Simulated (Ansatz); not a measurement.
# U and J of Mn in MnBr6 from cRPA

How strongly does the rest of the crystal screen the Mn shell of MnBr6?

Main program and level: Ansatz 0.2.0; PBE, without spin polarisation; plane waves, no spin–orbit coupling.

### 1. Set-up

The structure is trigonal, space group R-3m (No. 166). Conventional cell: a = 8.578 Å, b = 8.578 Å, c = 15.584 Å, α = 90.00°, β = 90.00°, γ = 120.00°. Nearest to Mn lie 6 Br at 2.60 Å. Nearest to Br lie 1 Mn at 2.60 Å and 1 Br at 2.69 Å. invented: ReCl6 (R-3) with Br for Cl, Mn for Re. Farther neighbours and most contacts between anions are not listed. That group holds within 0.01 Å; judged at 0.001 Å it is R-3 (No. 148).

Coordinates:

```cif
data_structure
_symmetry_space_group_name_H-M 'P 1'
_symmetry_Int_Tables_number 1
_cell_length_a 7.1772
_cell_length_b 7.1772
_cell_length_c 7.1772
_cell_angle_alpha 73.395
_cell_angle_beta 73.395
_cell_angle_gamma 73.395
_cell_volume 331.02
loop_
_atom_site_label
_atom_site_type_symbol
_atom_site_fract_x
_atom_site_fract_y
_atom_site_fract_z
_atom_site_occupancy
Mn1 Mn 0.00000 0.00000 0.00000 1
Br2 Br 0.61316 0.07184 0.07119 1
Br3 Br 0.07184 0.07119 0.61316 1
Br4 Br 0.07119 0.61316 0.07184 1
Br5 Br 0.38684 0.92816 0.92881 1
Br6 Br 0.92816 0.92881 0.38684 1
Br7 Br 0.92881 0.38684 0.92816 1
```

This cell was built for the study (invented: ReCl6 (R-3) with Br for Cl, Mn for Re), not taken from an experiment; the compound need not form in this structure.

The cell was relaxed beforehand in Ansatz under PBE with U = 2.6 eV on Mn d, ortho-atomic projectors, from parallel moments.

### 2. Finding isolated groups of bands

Constrained RPA removes the screening that the model will treat itself, so the target bands must be set apart from the rest. This run gives the bands on the mesh of the screening.

Input file input.yaml:

```yaml
crystal:
  lattice:
    - [4.288990886, 2.476249896, 5.194637494]
    - [-4.288990886, 2.476249896, 5.194637494]
    - [0.0, -4.952500231, 5.194637285]
  atoms:
    - { symbol: Mn, position: [0.0, 0.0, 0.0] }
    - { symbol: Br, position: [0.613163069, 0.071838065, 0.071191714] }
    - { symbol: Br, position: [0.071838065, 0.071191714, 0.613163069] }
    - { symbol: Br, position: [0.071191714, 0.613163069, 0.071838065] }
    - { symbol: Br, position: [0.386836931, 0.928161935, 0.928808286] }
    - { symbol: Br, position: [0.928161935, 0.928808286, 0.386836931] }
    - { symbol: Br, position: [0.928808286, 0.386836931, 0.928161935] }
kpoints:
  mp_grid: { grid: [3, 3, 3] }
hamiltonian:
  xc: pbe
scf:
  occupations: { method: fermi_dirac, width: 0.1 }
  n_extra_bands: 16
output:
  eigenvalues: true
  hubbard:
    sites: [{ species: Mn, l: d }, { species: Br, l: p }]
    band_weights: true
  write_density: true
  write_potential: true
  elf: true
  volumetric_format: npy
magnetization:
  spin_polarized: false
```

Command:

```sh
> ansatz run input.yaml --threads 4 --pin off --max-ram 8192MiB --backend cpu --events-out ev --progress --plain --runs-dir out
```

Numbers of over 12 decimals in the logs are rounded to 6 here.

What it wrote:

```text
scf.n_extra_bands = 16 over 29 filled bands (N_el = 57.0): the run solves 45 bands
Engine: ansatz 0.2.0, aarch64-unknown-linux-gnu
Pseudopotentials: kind: paw
Pseudopotential: Mn, paw, valence charge 15, recommended cutoff 420 eV (normal), Mn.paw.azcp
Pseudopotential: Br, paw, valence charge 7, recommended cutoff 420 eV (normal), Br.paw.azcp
Functional definition: PBE
  parameter kappa = 0.804
  parameter beta = 0.066725
  exchange = pbe_x(kappa = kappa, mu = beta*pi^2/3)
  correlation = pbe_c(beta = beta)
Crystal: 7 atoms, lattice volume = 331.021 Å³
Basis set: ecut = 420 eV, 6425 PW (Γ)
Bands: 45, of which v1, the nominal top of the filled ones, is band 29 counted from 1 (28 counted from 0)
Symmetry: 6 space group operations
Space group: R-3 (ITA 148), of the structure as read, at distance tolerance 6.9e-5 Å
k-points: 6 of 27
Non-local potential: Mn, projectors of the file, l = 0: 3, l = 1: 2, l = 2: 3, l = 3: 1
Non-local potential: Br, projectors of the file, l = 0: 2, l = 1: 2, l = 2: 2
PAW form: soft (Blöchl's): semilocal exchange-correlation on the pseudo side does not see the compensation charge
PAW one-centre angular grid: Mn, 590 points (default); XC on 64 Gauss nodes
PAW one-centre angular grid: Br, 110 points (default); XC on 64 Gauss nodes
Initial density: superposition of atomic densities (neutral atoms: chi_scale 0, normalization atom), corrected by the library's trained network
Initial wavefunctions: pseudopotential atomic-orbital guess
Functional: x = pbe(κ = 0.804, μ = 0.219515), c = pbe(β = 0.066725)
SCF iter   1: F=—  HF=-20597.688397 eV  |F-HF|=—  |Δ(HF+E_count)|=         —  Δρ=2.52e-2  dr2=2.54e0  ethr=1.77e-3  ⟨swp⟩=7.5  Hψ=1336  notcnv=0  defer=27
preconditioner: auto → LDOS  [metal: Δε(μ)=0.102 eV  Ē_g=10.872 eV  σ=0.100 eV  W_gap=0.25  n_scr=50 (ndim 8)  ℏωp=14.3 eV  f_vac=0.328  D(μ)=12.68/eV (n_scr^D=100)  β→1.0]
SCF iter   2: F=—  HF=-20597.769795 eV  |F-HF|=—  |Δ(HF+E_count)|=   8.14e-2  Δρ=2.68e-2  dr2=6.88e-1  ethr=1.77e-3  ⟨swp⟩=2.3  Hψ=366  notcnv=0  defer=38
SCF iter   3: F=—  HF=-20597.646210 eV  |F-HF|=—  |Δ(HF+E_count)|=   1.24e-1  Δρ=1.33e-2  dr2=1.86e-1  ethr=1.21e-3  ⟨swp⟩=2.0  Hψ=258  notcnv=0  defer=38
SCF iter   4: F=—  HF=-20597.620464 eV  |F-HF|=—  |Δ(HF+E_count)|=   2.57e-2  Δρ=3.43e-3  dr2=3.48e-2  ethr=3.26e-4  ⟨swp⟩=2.0  Hψ=278  notcnv=0  defer=38
SCF iter   5: F=—  HF=-20597.620071 eV  |F-HF|=—  |Δ(HF+E_count)|=   3.93e-4  Δρ=7.74e-4  dr2=3.30e-3  ethr=6.10e-5  ⟨swp⟩=2.0  Hψ=244  notcnv=0  defer=38
SCF iter   6: F=—  HF=-20597.621356 eV  |F-HF|=—  |Δ(HF+E_count)|=   1.29e-3  Δρ=2.12e-4  dr2=3.52e-4  ethr=5.79e-6  ⟨swp⟩=2.8  Hψ=400  notcnv=0  defer=38
SCF iter   7: F=—  HF=-20597.621377 eV  |F-HF|=—  |Δ(HF+E_count)|=   2.15e-5  Δρ=1.72e-4  dr2=1.82e-4  ethr=6.17e-7  ⟨swp⟩=1.0  Hψ=244  notcnv=0  defer=38
[...]
SCF iter  11: F=-20597.621573 eV  HF=-20597.621573 eV  |F-HF|=1.50e-9  |Δ(HF+E_count)|=   4.23e-9  Δρ=5.29e-7  dr2=1.68e-9  ethr=1.75e-10  ⟨swp⟩=1.0  Hψ=527  notcnv=0
SCF 1 converged in 11 iterations: F = -20597.621573 eV  dr2 = 1.68e-9
[...]
WARN: The output density's exchange-correlation potential varies sharply where the density is thin. Do not read a vacuum level from v_tot or v_xc, or from such a field of the output density. On a cell that repeats whose density bears no net charge and no dipole along the vacuum's axis use v_es (v_loc + v_h of the components); under efield.dipole_correction with no amplitude use v_es + v_field, which holds any externa [...]
SCF converged after 11 iterations
Free energy (F): -20597.621573 eV
Harris-Foulkes:  -20597.621573 eV  (|F-HF|=1.50e-9)
Internal energy: -20597.180752 eV  (E = F + TS)
E sigma→0 (E₀):  -20597.401162 eV
Entropy (-TS):   -0.440821 eV (-62.974 meV/atom)
Fermi energy:    -0.290927 eV
--- Per-component energies (eV) ---
  E_band       = -716.879169
  E_kinetic    = 1087.963034
  E_local      = -6618.564926  (includes V_loc(G=0)·N_el)
  E_nonlocal   = 664.430439
  E_hartree    = 2635.113616
  E_xc         = -1687.156088
  E_vxc        = -749.522535  (∫ρ·V_xc dr)
  E_paw        = -14782.028131  (= ΣΔE_a)
  E_vpaw       = -371.409346  (= ΣTr[D̂ρ^β])
  E_aug_tail   = -0.000009  (compensation charges beyond the density's cutoff)
  E_ewald      = -1896.938688
  E_smearing   = -0.440821  (= −TS)
  E_closure    = 0.000000  (closes the sum)
  Σ components = -20597.621573   (vs F -20597.621573, Δ=0.00e0)
--- Band table (eV; the first three rows and the last of 6) ---
  k-point 0: bands = [... 25 lower, -0.6950, -0.6950, -0.6420, -0.3049, -0.3049, 0.5050, 0.8662, 0.8662, ... 12 higher]
  k-point 1: bands = [... 25 lower, -0.9168, -0.4706, -0.3834, -0.3180, -0.2336, 0.2181, 0.8653, 1.0200, ... 12 higher]
  k-point 2: bands = [... 25 lower, -1.0569, -0.4715, -0.4502, -0.2374, -0.2189, 0.0228, 0.9094, 1.1901, ... 12 higher]
  k-point 5: bands = [... 25 lower, -1.1826, -0.6463, -0.6098, -0.2052, -0.1981, -0.0977, 1.1753, 1.2117, ... 12 higher]
--- Occupation matrices: 7 shells (Löwdin-built; ε = 2.00e-2, provisional) ---
  Mn0 d_3D: site group C3i (-3)
  Mn0 d_3D -      Tr n = 2.8594  λ = 0.433 0.433 0.665 0.665 0.665  [2× xz 0.40 Eg(1.00) | 3× z2 0.33 Eg(0.67)]
  Br1 p_4P: site group C1 (1)
  Br1 p_4P -      Tr n = 2.5593  λ = 0.705 0.890 0.964  [z 0.88 A(1.00) | x 0.66 A(1.00) | y 0.75 A(1.00)]
  Br2 p_4P: site group C1 (1)
  Br2 p_4P -      Tr n = 2.5593  λ = 0.705 0.890 0.964  [z 0.88 A(1.00) | y 0.88 A(1.00) | x 1.00 A(1.00)]
  Br3 p_4P: site group C1 (1)
  Br3 p_4P -      Tr n = 2.5593  λ = 0.705 0.890 0.964  [z 0.88 A(1.00) | x 0.65 A(1.00) | y 0.75 A(1.00)]
  Br4 p_4P: site group C1 (1)
  Br4 p_4P -      Tr n = 2.5593  λ = 0.705 0.890 0.964  [z 0.88 A(1.00) | x 0.66 A(1.00) | y 0.75 A(1.00)]
  Br5 p_4P: site group C1 (1)
  Br5 p_4P -      Tr n = 2.5593  λ = 0.705 0.890 0.964  [z 0.88 A(1.00) | y 0.88 A(1.00) | x 1.00 A(1.00)]
  Br6 p_4P: site group C1 (1)
  Br6 p_4P -      Tr n = 2.5593  λ = 0.705 0.890 0.964  [z 0.88 A(1.00) | x 0.65 A(1.00) | y 0.75 A(1.00)]
  Tr n, λ and their labels are of the run-group-symmetrised matrices; stabiliser: 12 of 12 elements of G0×{1,Θ} (closed), max defect 1.2e-15 at τ = 4.2e-3
```

The job ended after 2 s (4 threads of Arm Neoverse V2, shared host; peak memory 0.68 GiB; 7.4 s of CPU time).

Reading the cycles: dr2 is the Hartree energy of the density residual (eV), the measure of convergence; HF is the Harris–Foulkes estimate of the energy, which meets the free energy F at convergence.

Groups of bands that stay apart from their neighbours at every point of the mesh, lie near the Fermi energy and have the count of the wanted orbitals are tried as targets.

Valence density in the ac plane of the conventional cell at fractional y = 0.180, with atoms of Br within 0.2 Å of it. It is the smooth field of the valence electrons, not physical close to the nuclei.

Values in units of 1e-1 e/Å³, 13 rows by 16 columns, each cell a mean:
```
3.2 5.0 3.7 1.5 0.6 0.4 0.2 0.1 0.0 0.0 0.0 0.1 0.2 0.3 0.5 1.2
2.5 4.0 2.9 1.1 0.3 0.1 0.0 0.0 0.0 0.0 0.0 0.0 0.0 0.1 0.2 0.8
0.6 0.8 0.7 0.3 0.1 0.0 0.0 0.0 0.0 0.0 0.0 0.0 0.0 0.0 0.1 0.2
0.8 1.2 0.9 0.4 0.1 0.0 0.0 0.0 0.0 0.0 0.0 0.0 0.0 0.0 0.1 0.3
0.1 0.2 0.1 0.1 0.0 0.0 0.0 0.1 0.2 0.3 0.2 0.1 0.0 0.0 0.0 0.1
0.0 0.0 0.0 0.0 0.0 0.0 0.1 0.2 0.4 0.6 0.5 0.2 0.1 0.0 0.0 0.0
0.0 0.0 0.0 0.0 0.0 0.0 0.1 0.2 0.6 0.8 0.6 0.3 0.1 0.0 0.0 0.0
0.0 0.0 0.0 0.0 0.1 0.1 0.3 0.9 2.4 3.7 2.7 1.0 0.3 0.1 0.1 0.0
0.1 0.0 0.1 0.3 1.2 2.3 2.3 1.7 2.0 2.7 2.2 1.7 2.2 2.4 1.4 0.4
0.4 0.1 0.3 1.8 8.3 7.7 8.1 7.4 2.0 0.9 1.6 6.1 9.0 6.8 9.2 2.7
0.3 0.1 0.2 1.0 3.7 6.2 5.8 2.7 0.6 0.2 0.5 2.1 5.4 6.3 4.3 1.3
1.3 0.4 1.0 4.6 8.7 7.6 7.4 2.1 0.3 0.1 0.2 1.4 6.4 7.8 8.5 5.9
1.6 1.2 1.4 3.5 6.7 7.0 5.5 1.5 0.2 0.1 0.2 1.0 4.7 7.0 6.8 4.3
```
Columns run along a (8.6 Å), rows up along c (15.6 Å), edges of the conventional cell, whose origin can differ from the input's. Atoms in or near the plane, at fractional coordinates: Br at (0.36, 0.25), Br at (0.82, 0.25), Br at (0.85, 0.08).

ELF in the ac plane of the conventional cell at fractional y = 0.180, with atoms of Br within 0.2 Å of it. It is the smooth field of the valence electrons, not physical close to the nuclei.

Ten even steps from '0' (0.00) to '9' (0.89), each cell a mean:
```
456532112211000001222112
899874100000000000000025
899875200000000000000026
344431000000000000000002
111110000000000000000000
566653100000000000000013
788764100000000000000014
455531000000011100000002
011100000001345421000000
000000000002466541000000
000000000001233321000000
000000000000000000000000
000000000001355431000000
000000000014688863000000
000000000013567642000000
000012333322222222233331
300147898775311136778987
500169961179621379512798
300037873489620379744886
000002456664200135666531
410146777642000012467776
720379733797300147962389
521268745998400158984488
211124678876200036888764
```
Columns run along a (8.6 Å), rows up along c (15.6 Å), edges of the conventional cell, whose origin can differ from the input's. Atoms in or near the plane, at fractional coordinates: Br at (0.36, 0.25), Br at (0.82, 0.25), Br at (0.85, 0.08).

### 3. Target: d shell with ligand p, bands v19 to c4 (loose bound)

With the ligand bands in the model the orbitals are more compact and transitions between ligand and shell no longer screen. The screening is solved for all empty bands at once, to a loose bound.

Changes to input.yaml since step 2:

```diff
@@ -22,9 +22,7 @@
   eigenvalues: true
-  hubbard:
-    sites: [{ species: Mn, l: d }, { species: Br, l: p }]
-    band_weights: true
-  write_density: true
-  write_potential: true
-  elf: true
-  volumetric_format: npy
+  crpa:
+    kmesh: [3, 3, 3]
+    target_bands: [v19, c4]
+    projections: [{ species: Mn, l: d }, { species: Br, l: p }]
+    accuracy: low
 magnetization:
```

What it wrote:

```text
[...]
Crystal: 7 atoms, lattice volume = 331.021 Å³
Basis set: ecut = 420 eV, 6425 PW (Γ)
Bands: 45, of which v1, the nominal top of the filled ones, is band 29 counted from 1 (28 counted from 0)
Symmetry: 6 space group operations
[...]
k-points: 6 of 27
[...]
SCF iter   1: F=—  HF=-20597.688582 eV  |F-HF|=—  |Δ(HF+E_count)|=         —  Δρ=2.52e-2  dr2=2.54e0  ethr=1.77e-3  ⟨swp⟩=7.5  Hψ=1336  notcnv=0  defer=27
[...]
SCF iter  11: F=-20597.621573 eV  HF=-20597.621573 eV  |F-HF|=1.21e-9  |Δ(HF+E_count)|=   3.97e-9  Δρ=4.74e-7  dr2=1.36e-9  ethr=1.75e-10  ⟨swp⟩=1.0  Hψ=527  notcnv=0
SCF 1 converged in 11 iterations: F = -20597.621573 eV  dr2 = 1.36e-9
[...]
NSCF: frozen V_eff on 6 k-points
[...]
cRPA screening: q 1/27
cRPA screening: q 2/27
cRPA screening: q 8/27 (q-point 5)
cRPA screening: q 14/27 (q-point 6)
cRPA screening: q 20/27 (q-point 14)
cRPA screening: q 22/27 (q-point 15)
SCF converged after 11 iterations
Free energy (F): -20597.621573 eV
[...]
Internal energy: -20597.180752 eV  (E = F + TS)
E sigma→0 (E₀):  -20597.401162 eV
Entropy (-TS):   -0.440821 eV (-62.974 meV/atom)
Fermi energy:    -0.290926 eV
[...]
--- Band table (eV; the first three rows and the last of 6) ---
  k-point 0: bands = [... 25 lower, -0.6950, -0.6950, -0.6420, -0.3049, -0.3049, 0.5050, 0.8662, 0.8662, ... 12 higher]
  k-point 1: bands = [... 25 lower, -0.9168, -0.4706, -0.3834, -0.3180, -0.2336, 0.2181, 0.8653, 1.0200, ... 12 higher]
  k-point 2: bands = [... 25 lower, -1.0569, -0.4715, -0.4502, -0.2374, -0.2189, 0.0228, 0.9094, 1.1901, ... 12 higher]
  k-point 5: bands = [... 25 lower, -1.1826, -0.6463, -0.6098, -0.2052, -0.1981, -0.0977, 1.1753, 1.2117, ... 12 higher]
--- cRPA (band scheme, projected local orbitals): target bands 11..33 (1-based), 23 Wannier function(s), 3×3×3 mesh, 66 bands' worth read of 71 solved, ecut_chi 136.0 eV, v(q+G=0) probe_charge, pair densities all_electron ---
  χ-basis size per q: N_G = 1173..1205
  window electrons = 37.0000, filled by tetrahedron_uncorrected; constrained ε̄⁻¹(q = 0, 0) head = 0.556801; min gauge Gram eig = 0.7391
  Kanamori averages over each shell's own Wannier functions (sites counted from 0, functions from 1):
  Each shell's averages of U are screened by what lies outside the whole window alone: parameters of one model of all the shells.
    Site 0, 3D, 5 of 5 d orbitals (Wannier functions 1, 2, 3, 4, 5; wannier90's mr 1, 2, 3, 4, 5):
      screened: U = 9.7275 eV, U' = 8.4665 eV, J = 0.6262 eV
      screened, to within: U = 2.2e-1 eV, U' = 2.2e-1 eV, J = 8.9e-3 eV
      bare: V = 21.8373 eV, V' = 20.3197 eV, J = 0.7584 eV
    Site 1, 4P, 3 of 3 p orbitals (Wannier functions 6, 7, 8; wannier90's mr 1, 2, 3):
      screened: U = 7.1723 eV, U' = 6.2091 eV, J = 0.4889 eV
      screened, to within: U = 1.1e-1 eV, U' = 1.1e-1 eV, J = 1.1e-2 eV
      bare: V = 12.5210 eV, V' = 11.1151 eV, J = 0.7131 eV
    Site 2, 4P, 3 of 3 p orbitals (Wannier functions 9, 10, 11; wannier90's mr 1, 2, 3):
      screened: U = 7.1783 eV, U' = 6.2061 eV, J = 0.4860 eV
      screened, to within: U = 1.1e-1 eV, U' = 1.1e-1 eV, J = 1.1e-2 eV
      bare: V = 12.5289 eV, V' = 11.1112 eV, J = 0.7091 eV
    Site 3, 4P, 3 of 3 p orbitals (Wannier functions 12, 13, 14; wannier90's mr 1, 2, 3):
      screened: U = 7.1723 eV, U' = 6.2091 eV, J = 0.4889 eV
      screened, to within: U = 1.1e-1 eV, U' = 1.1e-1 eV, J = 1.1e-2 eV
      bare: V = 12.5210 eV, V' = 11.1152 eV, J = 0.7131 eV
    Site 4, 4P, 3 of 3 p orbitals (Wannier functions 15, 16, 17; wannier90's mr 1, 2, 3):
      screened: U = 7.1723 eV, U' = 6.2091 eV, J = 0.4889 eV
      screened, to within: U = 1.1e-1 eV, U' = 1.1e-1 eV, J = 1.1e-2 eV
      bare: V = 12.5210 eV, V' = 11.1151 eV, J = 0.7131 eV
    Site 5, 4P, 3 of 3 p orbitals (Wannier functions 18, 19, 20; wannier90's mr 1, 2, 3):
      screened: U = 7.1783 eV, U' = 6.2061 eV, J = 0.4860 eV
      screened, to within: U = 1.1e-1 eV, U' = 1.1e-1 eV, J = 1.1e-2 eV
      bare: V = 12.5289 eV, V' = 11.1112 eV, J = 0.7091 eV
    Site 6, 4P, 3 of 3 p orbitals (Wannier functions 21, 22, 23; wannier90's mr 1, 2, 3):
      screened: U = 7.1723 eV, U' = 6.2091 eV, J = 0.4889 eV
      screened, to within: U = 1.1e-1 eV, U' = 1.1e-1 eV, J = 1.1e-2 eV
      bare: V = 12.5210 eV, V' = 11.1152 eV, J = 0.7131 eV
  Hermiticity witness max|P − P†| over intra, direct and exchange elements: 1.15e-14 eV (screened), 7.11e-15 eV (bare)
  Reality witness max|Im| over intra, direct and exchange elements: 7.67e-9 eV (screened), 2.08e-16 eV (bare)
```

Run time: 10 min. Hardware: 4 threads; peak memory 2.2 GiB.

On average 21 % of these bands' weight lies on the d shell and 76 % on ligand p.

crpa.toml, one line in 2:

```text
format = "ansatz-crpa/5"
gauge = "projected_orbitals"
channels = "unpolarised"
n_wann = 23
coulomb_singularity = "probe_charge" # how the value at q + G = 0 is made
n_bands_solved = 71 # n_bands and the guard bands above it
ecut_chi_ev = 136.0 # of the sum over states
n_g_chi_max = 1205 # of the sum over states
window_electrons = 37.0
head_ev = 1.107712734579235 # what the value at q + G = 0 adds to the screened u_ev, u_prime_ev and u_bar_ev
accuracy = "low"
relative_bound_asked = 0.05 # of a bounded pair's interaction with itself less a negative term about q + G = 0
atom_cut_share = 0.01256424474284231 # the most of relative_bound that the cut of the atoms' weakest response takes off q + G = 0
solved_q = [0, 1, 4, 5, 13, 14] # counted from 0 in that order: the transfers that were solved themselves
omitted_band_gap_ev = 13.419463897410656 # the levels above the bands read over the highest of their spin channel that holds electrons, at the least
dielectric_floor = 0.9603346471946539 # under the dielectric matrices' eigenvalues off q + G = 0
[[shells]]
l = "d"
wannier_functions = [1, 2, 3, 4, 5] # counted from 1, as the tensor files' indices are

u_ev = 9.727488279496315
j_ev = 0.6261951348006987
[shells.screened_half_width]
u_prime_ev = 0.2120921327301118

v_ev = 21.837341381981616
j_ev = 0.758404989692636
[[shells]]
l = "p"
wannier_functions = [6, 7, 8] # counted from 1, as the tensor files' indices are

u_ev = 7.172313928153727
j_ev = 0.4889285068902766
[shells.screened_half_width]
u_prime_ev = 0.10478441006214707

v_ev = 12.521017722171578
j_ev = 0.7130978826534555
[[shells]]
l = "p"
wannier_functions = [9, 10, 11] # counted from 1, as the tensor files' indices are

u_ev = 7.178266222547568
j_ev = 0.4859523597019808
[shells.screened_half_width]
u_prime_ev = 0.10512958102349386

v_ev = 12.528941934716931
j_ev = 0.7091357763962173
[[shells]]
l = "p"
wannier_functions = [12, 13, 14] # counted from 1, as the tensor files' indices are

u_ev = 7.172286078539352
j_ev = 0.4889424317072602
[shells.screened_half_width]
u_prime_ev = 0.10478251191840272

v_ev = 12.520979996756688
j_ev = 0.7131167453779019
[[shells]]
l = "p"
wannier_functions = [15, 16, 17] # counted from 1, as the tensor files' indices are

u_ev = 7.172313952514965
j_ev = 0.48892852069851195
[shells.screened_half_width]
u_prime_ev = 0.10478438040359471

v_ev = 12.521017722171578
j_ev = 0.7130978826534556
[[shells]]
l = "p"
wannier_functions = [18, 19, 20] # counted from 1, as the tensor files' indices are

u_ev = 7.1782662519126434
j_ev = 0.48595237100829686
[shells.screened_half_width]
u_prime_ev = 0.10512954282105251

v_ev = 12.528941934716933
j_ev = 0.709135776396217
[[shells]]
l = "p"
wannier_functions = [21, 22, 23] # counted from 1, as the tensor files' indices are

u_ev = 7.172286078115303
j_ev = 0.4889424579081371
[shells.screened_half_width]
u_prime_ev = 0.10478251397012443

v_ev = 12.520979996756688
j_ev = 0.7131167453779019
```

```csv
shell,U (eV),U′ (eV),J (eV),bare U (eV),bare J (eV)
Mn1 d,9.73,8.47,0.63,21.84,0.76
Br2 p,7.17,6.21,0.49,12.52,0.71
Br3 p,7.18,6.21,0.49,12.53,0.71
Br4 p,7.17,6.21,0.49,12.52,0.71
Br5 p,7.17,6.21,0.49,12.52,0.71
Br6 p,7.18,6.21,0.49,12.53,0.71
Br7 p,7.17,6.21,0.49,12.52,0.71
```

(Part 1 of 2 ends here.)

[Logs and program files are shortened in this print: banners, set-up blocks, solver, clock and traceback lines can be left out without a mark of their own.]

[Logs are printed without paths, hosts, clocks, repeated set-up lines and the standing remarks that a program may print on its own settings, such as how far it seeks lower states.]

[Hosts, paths, dates, database ids (printed as entryN), source tags and the programs' standing remarks are cut or masked in the printed files.]

[Where a cell is said to come from a database of computed structures, the database is the Materials Project.]
